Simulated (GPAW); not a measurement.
**How SnSe2 absorbs and reflects light**

Wanted: where SnSe2 starts to absorb, how strongly, and its refractive index.

Main program and level: GPAW 26.7.0; DFT, PBE, plane-wave PAW (GPAW data sets), scalar-relativistic, RPA, optical limit.

## (1) The structure

It takes space group P-3m1 (No. 164, trigonal). Conventional cell: a = 3.811 Å, b = 3.811 Å, c = 6.136 Å, α = 90.00°, β = 90.00°, γ = 120.00°. Sn has 6 Se at 2.68 Å nearest. Nearest to Se lie 3 Sn at 2.68 Å. Farther neighbours and most contacts between anions are not listed.

Coordinates:

```
Sn Se
1.0
     3.81100    0.00000    0.00000
    -1.90550    3.30042    0.00000
     0.00000    0.00000    6.13600
Sn Se
1 2
Direct
  0.00000 0.00000 0.00000
  0.66667 0.33333 0.75100
  0.33333 0.66667 0.24900
```

## (2) Ground state

The self-consistent density comes first; it also tells whether there is a gap, which decides the occupations and the need for a Drude term.

This step: DFT, PBE, plane-wave PAW (GPAW data sets), scalar-relativistic, ground state (GPAW 26.7.0).

Contents of gs.py:

```python
from ase import Atoms
from ase.dft.bandgap import bandgap
from gpaw import GPAW, PW, FermiDirac

atoms = Atoms(['Sn', 'Se', 'Se'],
              cell=[[3.811000000000, 0.000000000000, 0.000000000000],
                    [-1.905500000000, 3.300422813800, 0.000000000000],
                    [0.000000000000, 0.000000000000, 6.136000000000]],
              scaled_positions=[[0.000000000000, 0.000000000000, 0.000000000000],
                                [0.666666666700, 0.333333333300, 0.751000000000],
                                [0.333333333300, 0.666666666700, 0.249000000000]],
              pbc=[True, True, True])
atoms.calc = GPAW(mode=PW(500), xc='PBE', kpts={'size': (9, 9, 4), 'gamma': True},
                  occupations=FermiDirac(0.05), maxiter=150, txt='gs.txt')
print('energy (eV)', atoms.get_potential_energy())
print('Fermi level (eV)', atoms.calc.get_fermi_level())
print('valence electrons', atoms.calc.get_number_of_electrons())
print('gap (eV)', bandgap(atoms.calc, output=None)[0])
print('direct gap (eV)', bandgap(atoms.calc, direct=True, output=None)[0])
atoms.calc.write('gs.gpw')
```

Started as:

```
$ OMP_NUM_THREADS=1 python gs.py
```

Numbers of over 12 decimals in the logs are rounded to 6 here.

Output:

```text
__  _  _
 | _ |_)|_||  |
 |__||  | ||/\| - 26.7.0

Versions:
  Python: 3.12.14
  ASE:    3.29.0
  Numpy:  2.5.5
  Scipy:  1.18.1
  Libxc:  7.0.0

Input parameters:
  mode=PW(ecut=500.0),
  kpts=MonkhorstPack(size=(9, 9, 4), gamma=True),
  maxiter=150,
  occupations=Occupations(name='fermi-dirac', width=0.05, fixmagmom=False),
  xc=XC(name='PBE')

Diagonalizing LCAO Hamiltonian
Converting LCAO to pw mode

             Se

         Se

       Sn

Atoms  # Å, Bohr magnetons
|   | symbol |         x |        y |        z |    initial magnetic moments |
| 0 |     Sn |  0.000000 | 0.000000 | 0.000000 | ( 0.0000,  0.0000,  0.0000) |
| 1 |     Se |  1.905500 | 1.100141 | 4.608136 | ( 0.0000,  0.0000,  0.0000) |
| 2 |     Se | -0.000000 | 2.200282 | 1.527864 | ( 0.0000,  0.0000,  0.0000) |

Unit cell  # Å
| periodic |         x |        y |        z |  lengths |     angles |
|      yes |  3.811000 | 0.000000 | 0.000000 | 3.811000 |  90.000000 |
|      yes | -1.905500 | 3.300423 | 0.000000 | 3.811000 |  90.000000 |
|      yes |  0.000000 | 0.000000 | 6.136000 | 6.136000 | 120.000000 |

Number of symmetries: 12
Symmetry operations  # r_c * U_cc + t_c -> r_c
|    | kind |            matrix            |
|  0 |  σ   |  1, 1, 0,  0,-1, 0,  0, 0, 1 |
|  1 |  S6  |  1, 1, 0, -1, 0, 0,  0, 0,-1 |
|  2 |  E   |  1, 0, 0,  0, 1, 0,  0, 0, 1 |
|  3 |  C2  |  1, 0, 0, -1,-1, 0,  0, 0,-1 |
|  4 |  C2  |  0, 1, 0,  1, 0, 0,  0, 0,-1 |
|  5 |  C3  |  0, 1, 0, -1,-1, 0,  0, 0, 1 |
|  6 |  S6  |  0,-1, 0,  1, 1, 0,  0, 0,-1 |
|  7 |  σ   |  0,-1, 0, -1, 0, 0,  0, 0, 1 |
|  8 |  σ   | -1, 0, 0,  1, 1, 0,  0, 0, 1 |
|  9 |  i   | -1, 0, 0,  0,-1, 0,  0, 0,-1 |
| 10 |  C3  | -1,-1, 0,  1, 0, 0,  0, 0, 1 |
| 11 |  C2  | -1,-1, 0,  0, 1, 0,  0, 0,-1 |

BZ-sampling:
  Number of BZ points: 324
  Number of IBZ points: 43

  Monkhorst-Pack size: [9, 9, 4]
  Monkhorst-Pack shift: [0.0, 0.0, 0.125]

K-points  # in reciprocal-cell coordinates
|     |                                coordinates |     weight |
|   0 | (  0.00000000,   0.00000000,   0.00000000) | 0.00308642 |
|   1 | (  0.00000000,   0.00000000,   0.25000000) | 0.00617284 |
|   2 | (  0.00000000,   0.00000000,   0.50000000) | 0.00308642 |
|   3 | (  0.11111111,   0.00000000,  -0.25000000) | 0.01851852 |
|   4 | (  0.11111111,   0.00000000,   0.00000000) | 0.01851852 |
|   5 | (  0.11111111,   0.00000000,   0.25000000) | 0.01851852 |
|   6 | (  0.11111111,   0.00000000,   0.50000000) | 0.01851852 |
|   7 | (  0.22222222,  -0.11111111,   0.00000000) | 0.01851852 |
|   8 | (  0.22222222,  -0.11111111,   0.25000000) | 0.03703704 |
|   9 | (  0.22222222,  -0.11111111,   0.50000000) | 0.01851852 |
| ... |                                            |            |
|  42 | (  0.44444444,   0.44444444,   0.50000000) | 0.01851852 |

Plane wave coefficients: 1980
Cutoff: 500.0 eV

Spin-components: 1 (collinear spins)
Bands:           17
Projectors:      16
Spin-degeneracy: 2
Datatype:        complex128

Parallelization:
  kpt:    1
  domain: 1
  band:   1

Density:
  Valence electrons: 26.0
  Components: 1
  Grid points: [20 20 32]
  Charge: 0.0  # |e|

Potential:
  Grid points: [20 20 32]

species:
  Sn:
    name:    Tin
    id:
    Z:       50.0
    valence: 14
    core:    36
    charge:  0.0  # [|e|]
    compensation charges:
      type: gauss
      rc: 0.38  # [Å]
      lmax: 2
    cutoffs:
      filter: 2.23  # [Å]
      core: 2.35  # [Å]
    projectors
    | kind |    occ | energy [eV] | rcut [Å] |
    |   5s |  2.000 |     -10.538 |    1.201 |
    |   5p |  2.000 |      -3.696 |    1.270 |
    |   4d | 10.000 |     -25.845 |    1.185 |
    |    s |        |      16.674 |    1.201 |
    |    p |        |      23.515 |    1.270 |
    |    d |        |       1.367 |    1.185 |

    Using partial waves for Sn as LCAO basis

  Se:
    name:    Selenium
    id:
    Z:       34.0
    valence: 6
    core:    28
    charge:  0.0  # [|e|]
    compensation charges:
      type: gauss
      rc: 0.27  # [Å]
      lmax: 2
    cutoffs:
      filter: 1.77  # [Å]
      core: 2.67  # [Å]
    projectors
    | kind |    occ | energy [eV] | rcut [Å] |
    |   4s |  2.000 |     -17.277 |    0.847 |
    |   4p |  4.000 |      -6.512 |    1.005 |
    |    s |        |       9.935 |    0.847 |
    |    p |        |      20.699 |    1.005 |
    |    d |        |       0.000 |    0.847 |

    Using partial waves for Se as LCAO basis

Reference energy: -300217.757568  # eV

eigensolver:
  PPCG
  Converge bands: occupied
  niter=2

density mixing:
  MSR1-Mixer
  Pratt-step length: 0.05
  Maximum mixing coefficient: 0.75
  Old densities: 10
  SVD Regularization: 0.005
  Good broyden scale: 1.0
  Trust region scale: 1.0
  Backstep threshold: 4.0
  History deletion threshold: 6.0
  Fourier metric: weight=20.0, sigma=0.015

occupation numbers:
  Fermi-Dirac:
    width: 0.0500  # eV

poisson solver:
  ecut: 4000.0  # eV

xc functional:
  name: PBE with 2 nearest neighbor stencil

convergence criteria:
- Maximum [total energy] change in last 3 cyles: 0.0005 eV / valence electron
- Maximum integral of absolute [dens]ity change: 0.0001 electrons / valence electron
- Maximum integral of absolute [eigenst]ate change: 4e-08 eV^2 / valence electron
maximum number of iterations: 150

SCF iterations
|iter     |      energy | eigst |  dens |
|iter:   1||  -12.183644 | +0.12 |       |
|iter:   2||  -12.135008 | -2.00 | -1.22 |
|iter:   3||  -11.961110 | -1.86 | -1.26 |
|iter:   4||  -11.955144 | -2.42 | -1.73 |
|iter:   5||  -11.955601c| -3.84 | -2.29 |
|iter:   6||  -11.955508c| -4.22 | -2.61 |
|iter:   7||  -11.955529c| -5.60 | -3.35 |
|iter:   8||  -11.955531c| -6.57 | -3.93 |
|iter:   9||  -11.955531c| -7.73c| -4.68c|

Converged in 9 steps
SCF loop duration: 16.580 s (1.842 s/step)
Energy contributions relative to reference atoms: (reference = -300217.757568)

Energy contributions:
  Kinetic:          30.622703
  Coulomb:         -27.472755
  Zero:             -0.120836
  External:          0.000000
  Xc:              -14.984632
  Entropy:          -0.000022
  Spinorbit:         0.000000
  ----------------------------
  Free energy:     -11.955543
  Extrapolated:    -11.955531

dipole moment: (-6.350448, -10.999298, -20.449409)  # |e|*Ang

Fermi level: 5.563
Eigenvalues  # (at kpt = [0.000, 0.000, 0.000])
| band index |      eig [eV] | occ [0-2] |
|          0 |       -16.126 |     2.000 |
|        ... |               |           |
|          5 |        -8.853 |     2.000 |
|          6 |        -7.077 |     2.000 |
|          7 |        -0.907 |     2.000 |
|          8 |         4.431 |     2.000 |
|          9 |         4.431 |     2.000 |
|         10 |         4.743 |     2.000 |
|         11 |         4.743 |     2.000 |
|         12 |         5.133 |     2.000 |
|         13 |         6.239 |     0.000 |
|         14 |         8.082 |     0.000 |
|         15 |         9.777 |     0.000 |
|         16 |         9.777 |     0.000 |

Gap: 0.783 eV
Transition (v -> c):
  (s=0, k=7, n=12, [0.22, -0.11, 0.00]) -> (s=0, k=32, n=13, [0.44, 0.00, -0.25])
Direct/indirect transitions are different
Direct gap: 1.106 eV
Transition at: (s=0, k=0, n=12, [0.00, 0.00, 0.00])

--- standard output ---
energy (eV) -11.955531
Fermi level (eV) 5.563233
valence electrons 26.0
gap (eV) 0.782537
direct gap (eV) 1.105973
```

It took 19 s on 1 thread of Arm Neoverse V1, shared host; peak memory 0.18 GiB.

This step gave:

```
energy                 : -11.96 eV
Fermi energy           : 5.563 eV
gap on the k-mesh      : 0.7825 eV
direct gap on the mesh : 1.106 eV
electrons              : 26
```

There is a gap, 0.78 eV on this mesh (points off the mesh can give less), so no carriers' term is needed.

## (3) Bands for the response

The response needs many more empty bands than the density does.

This step: DFT, PBE, plane-wave PAW (GPAW data sets), scalar-relativistic, bands at fixed density (GPAW 26.7.0).

Contents of nscf.py:

```python
from ase.dft.bandgap import bandgap
from gpaw import GPAW, FermiDirac

calc = GPAW('gs.gpw').fixed_density(kpts={'size': (9, 9, 5), 'gamma': True}, nbands=55, convergence={'bands': 49},
                                    occupations=FermiDirac(0.001), txt='nscf.txt')
print('gap (eV)', bandgap(calc, output=None)[0])
print('direct gap (eV)', bandgap(calc, direct=True, output=None)[0])
print('top band over the Fermi level (eV)', min(calc.get_eigenvalues(kpt=k)[48] for k in range(len(calc.get_ibz_k_points()))) - calc.get_fermi_level())
calc.write('full.gpw', mode='all')
```

Started as:

```
$ OMP_NUM_THREADS=1 python nscf.py
```

Output:

```text
Diagonalizing LCAO Hamiltonian
Converting LCAO to pw mode
convergence criteria:
- Maximum integral of absolute [eigenst]ate change: 4e-08 eV^2 / valence electron
maximum number of iterations: 150

SCF iterations
|iter     |      energy | eigst |  dens |
|iter:   1||             | +3.64 |       |
|iter:   2||             | +2.32 |       |
|iter:   3||             | +1.35 |       |
|iter:   4||             | +0.17 |       |
|iter:   5||             | -0.82 |       |
|iter:   6||             | -1.76 |       |
|iter:   7||             | -2.52 |       |
|iter:   8||             | -3.41 |       |
|iter:   9||             | -4.13 |       |
|iter:  10||             | -4.95 |       |
|iter:  11||             | -5.64 |       |
|iter:  12||             | -6.42 |       |
|iter:  13||             | -6.96 |       |
|iter:  14||             | -7.51c|       |
SCF steps: 14
  __  _  _
 | _ |_)|_||  |
 |__||  | ||/\| - 26.7.0

Versions:
  Python: 3.12.14
  ASE:    3.29.0
  Numpy:  2.5.5
  Scipy:  1.18.1
  Libxc:  7.0.0

Input parameters:
  mode=PW(ecut=500.0),
  convergence={'bands': 49},
  gpts=array([20, 20, 32]),
  kpts=MonkhorstPack(size=(9, 9, 5), gamma=True),
  maxiter=150,
  nbands=55,
  occupations=Occupations(name='fermi-dirac', width=0.001, fixmagmom=False),
  parallel={},
  xc=XC(name='PBE')

--- standard output ---
gap (eV) 0.771651
direct gap (eV) 1.105973
top band over the Fermi level (eV) 27.868105
```

Elapsed: 99 s, on 1 thread; peak memory 0.26 GiB.

Numbers from this step:

```
gap on the k-mesh : 0.7717 eV
```

## (4) Dielectric function, RPA

Transitions between filled and empty bands, summed over the zone, give the optical response, so mesh, band count and broadening shape it.

The induced potential is part of this response.

This step: DFT, PBE, plane-wave PAW (GPAW data sets), scalar-relativistic, RPA, optical limit (GPAW 26.7.0).

Contents of df.py:

```python
from gpaw.response.df import DielectricFunction

df = DielectricFunction('full.gpw', frequencies={'type': 'nonlinear', 'domega0': 0.03, 'omega2': 8},
                        ecut=50,
                        eta=0.15,
                        nbands=49,
                        txt='df.txt')
for direction in ['x', 'z']:
    df.get_dielectric_function(xc='RPA', direction=direction, filename=f'df_{direction}.csv')
```

Started as:

```
$ OMP_NUM_THREADS=1 python df.py
```

Output:

```text
Using integrator: PointIntegrator
NonLinearFrequencyDescriptor(from 0.000 to 53.918 eV, 475 points)
Nonperiodic BCs:  [False False False]
Using integrator: PointIntegrator
NonLinearFrequencyDescriptor(from 0.000 to 53.918 eV, 475 points)
Nonperiodic BCs:  [False False False]

Calculating chi0 body with:
    Ground state adapter containing:
    Number of spins: 1
    Number of kpoints: 405
    Number of irreducible kpoints: 50
    Number of completely occupied states: 13
    Number of partially occupied states: 13

    Linear response parametrization:
    q_c: [0.0, 0.0, 0.0]
    Number of frequency points: 475
    Planewave cutoff: 50.0
    Number of bands: 49
    Number of planewaves: 67
    Broadening (eta): 0.15

Integrating chi0 body.

Symmetries of q_c:
    Direct symmetries (Uq -> q): 12
    Indirect symmetries (TUq -> q): 0
In total 12 allowed symmetries.

50 groups of equivalent kpoints. 87.654321% reduction.

Integral kind: spectral function

Calculating chi0 optical extensions with:
    Ground state adapter containing:
    Number of spins: 1
    Number of kpoints: 405
    Number of irreducible kpoints: 50
    Number of completely occupied states: 13
    Number of partially occupied states: 13

    Linear response parametrization:
    Number of frequency points: 475
    Planewave cutoff: 50.0
    Number of bands: 49
    Number of planewaves: 67
    Broadening (eta): 0.15
Integrating chi0 head and wings.

Symmetries of q_c:
    Direct symmetries (Uq -> q): 12
    Indirect symmetries (TUq -> q): 0
In total 12 allowed symmetries.

50 groups of equivalent kpoints. 87.654321% reduction.

Integral kind: spectral function wings
```

Wall time 19 s (1 thread); peak memory 0.33 GiB.

Numbers from this step:

| Quantity | Value |
| --- | --- |
| electronic dielectric constant ε∞, mean over x, y and z (by symmetry where fewer were run) | 9.888 |

Sum at mesh points, not converged in k; values under the direct gap are tails of Lorentzian lines. The Im ε by photon energy; read off at these points:

```tsv
photon energy (eV)	E ∥ x	E ∥ z
0.000	0	0
0.250	0.0761	0.0993
0.500	0.167	0.236
0.750	0.299	0.521
1.000	0.562	1.63
1.250	1.45	1.90
1.500	2.65	3.08
1.750	4.50	8.63
1.876	5.29	9.32
2.000	4.99	8.29
2.250	5.18	5.81
2.500	6.16	5.27
2.750	5.11	3.27
3.000	6.36	2.14
3.250	11.1	1.80
3.500	13.2	1.40
3.750	13.6	1.51
3.936	14.1	1.84
4.000	13.8	2.10
4.250	10.8	2.47
4.500	12.0	3.19
4.654	13.1	3.20
4.750	12.5	3.35
5.000	12.4	6.13
5.077	12.4	6.43
5.250	11.3	5.89
5.500	10.9	5.65
5.750	9.12	5.35
6.000	8.45	5.26
6.250	7.89	5.34
6.500	5.92	4.89
6.750	5.53	4.08
7.000	4.73	4.84
7.250	3.56	4.59
7.500	3.02	3.66
7.750	2.86	4.19
8.000	2.81	3.30
8.250	3.28	3.21
8.500	3.72	3.35
8.578	3.83	3.61
8.750	3.38	4.95
9.000	2.78	6.11
9.250	2.60	5.98
9.500	2.96	5.14
9.750	2.46	5.13
10.000	2.19	4.71
10.250	1.91	4.71
10.500	1.61	4.76
10.750	1.69	4.22
11.000	1.52	3.79
11.250	1.47	3.31
11.500	1.43	3.08
11.750	1.16	2.51
12.000	1.05	2.32
12.250	0.956	2.04
12.500	0.980	1.67
12.750	0.957	1.57
13.000	0.913	1.28
13.250	0.872	1.08
13.500	0.880	1.11
13.750	0.853	1.07
```

The reflectivity at normal incidence has structure finer than the step of the table below, so its rows give means over 0.5 eV, whole bins alone (the curve runs from 0 to 14.0 eV). Peaks (eV: height): E ∥ x 3.98: 43.2, 6.33: 52.4, 7.10: 52.1, 8.83: 41.6, 10.31: 44.5, 11.79: 43.9; E ∥ z 1.77: 35.2, 5.03: 28.4, 7.15: 26.3, 12.92: 46.8.

Sum at mesh points, not converged in k. The reflectivity at normal incidence by photon energy; means over each step:

```tsv
photon energy (eV)	E ∥ x (%)	E ∥ z (%)
0.5	28.8	24.3
1.0	30.5	26.4
1.5	32.8	30.8
2.0	33.0	32.0
2.5	32.5	23.4
3.0	36.1	13.1
3.5	41.3	13.6
4.0	41.7	18.1
4.5	40.3	21.2
5.0	44.0	26.8
5.5	46.6	25.9
6.0	47.3	24.8
6.5	50.0	24.2
7.0	50.7	23.5
7.5	46.1	21.6
8.0	34.9	19.0
8.5	35.0	18.4
9.0	39.9	28.3
9.5	38.1	30.9
10.0	42.9	31.4
10.5	41.9	34.8
11.0	39.6	38.7
11.5	40.3	41.4
12.0	41.0	42.7
12.5	35.3	45.2
13.0	32.8	46.0
13.5	29.9	40.6
```

Sum at mesh points, not converged in k; values under the direct gap are tails of Lorentzian lines. Table of loss function −Im 1/ε at q → 0 by energy loss; read off at these points:

```tsv
energy loss (eV)	E ∥ x	E ∥ z
0.00	0	0
0.50	0.00139	0.00319
1.00	0.00393	0.0162
1.50	0.0153	0.0217
2.00	0.0305	0.0922
2.50	0.0379	0.152
2.78	0.0323	0.215
3.00	0.0277	0.158
3.50	0.0453	0.0676
4.00	0.0651	0.0569
4.50	0.0709	0.0696
5.00	0.0798	0.0785
5.50	0.0894	0.122
6.00	0.111	0.137
6.50	0.128	0.178
7.00	0.141	0.162
7.50	0.219	0.227
8.00	0.318	0.251
8.50	0.252	0.172
9.00	0.269	0.144
9.50	0.280	0.194
10.00	0.305	0.212
10.50	0.377	0.202
11.00	0.431	0.227
11.50	0.456	0.249
12.00	0.578	0.294
12.50	0.743	0.325
13.00	0.835	0.399
13.50	0.935	0.554
```

Sum at mesh points, not converged in k; values under the direct gap are tails of Lorentzian lines. Im ε, E ∥ x against photon energy; read off at these points:

```tsv
photon energy (eV)	without local fields	with local fields
0.00	0	0
0.50	0.182	0.167
1.00	0.600	0.562
1.50	2.75	2.65
2.00	5.38	4.99
2.50	7.00	6.16
3.00	7.79	6.36
3.50	16.4	13.2
3.94	16.1	14.1
4.00	15.6	13.8
4.50	15.0	12.0
4.61	15.7	13.1
5.00	14.6	12.4
5.50	12.3	10.9
6.00	8.71	8.45
6.50	5.54	5.92
7.00	4.28	4.73
7.50	3.18	3.02
8.00	3.65	2.81
8.50	5.01	3.72
9.00	3.26	2.78
9.50	3.33	2.96
10.00	2.28	2.19
10.50	1.72	1.61
11.00	1.61	1.52
11.50	1.45	1.43
12.00	1.10	1.05
12.50	1.11	0.980
13.00	1.04	0.913
13.50	0.971	0.880
```

At chosen wavelengths:

```tsv
wavelength (nm)	n x	k x	R (%) x	1/α x	n z	k z	R (%) z	1/α z
1550	3.38	0.050	29.5	2.5 µm	3.05	0.103	25.7	1.2 µm
1064	3.55	0.141	31.5	599 nm	3.05	0.368	26.2	230 nm
800	3.63	0.383	32.7	166 nm	3.50	0.562	31.9	113 nm
365	3.79	1.601	40.6	18 nm	2.00	0.357	12.4	81 nm
308	3.03	2.242	43.0	11 nm	2.43	0.452	18.8	54 nm
248	2.63	2.353	43.8	8.4 nm	2.76	1.111	28.2	18 nm
193	1.33	2.319	50.8	6.6 nm	1.93	1.314	25.1	12 nm
```

Below the direct gap, k and the depth come from the tails of the Lorentzian lines, not from transitions.

Rows near the edge hang on the gap, which this functional as a rule makes too small, and phonon-assisted absorption is left out.

## (5) Summary of results

```yaml
electronic_dielectric_constant_eps_infinity_mean_over_x_y_and_z_by_symmetry_where_fewer_were_run_rpa: 9.89
```

In words: At this level (PBE, RPA) SnSe2 has a mean ε∞ = 9.89 and n = 3.38 at 1550 nm (E ∥ x). On the mesh the gap is 0.77 eV and the least direct gap 1.11 eV, so on this mesh the band edges lie at different points. Local fields change the static value along x from 11.91 to 10.70 (-10 %). The static values by axis are 10.70 (x), 8.27 (z). Excitons and phonon-assisted transitions are missing; PBE gaps are as a rule too small, which pulls the onset down and ε∞ up. Spin-orbit coupling is left out although heavy atoms are present. The sum runs over mesh points 0.21 Å⁻¹ apart with no interpolation, so peaks are partly noise of the mesh; over so small a direct gap single mesh points weigh heavily, so ε∞, n and their changes from run to run can be far off.

[Machine, clock and banner lines and Python warnings are left out of the logs.]

[Logs are printed without paths, hosts, clocks, repeated set-up lines and the standing remarks that a program may print on its own settings, such as how far it seeks lower states.]

[Hosts, paths, dates, database ids (printed as entryN), source tags and the programs' standing remarks are cut or masked in the printed files.]
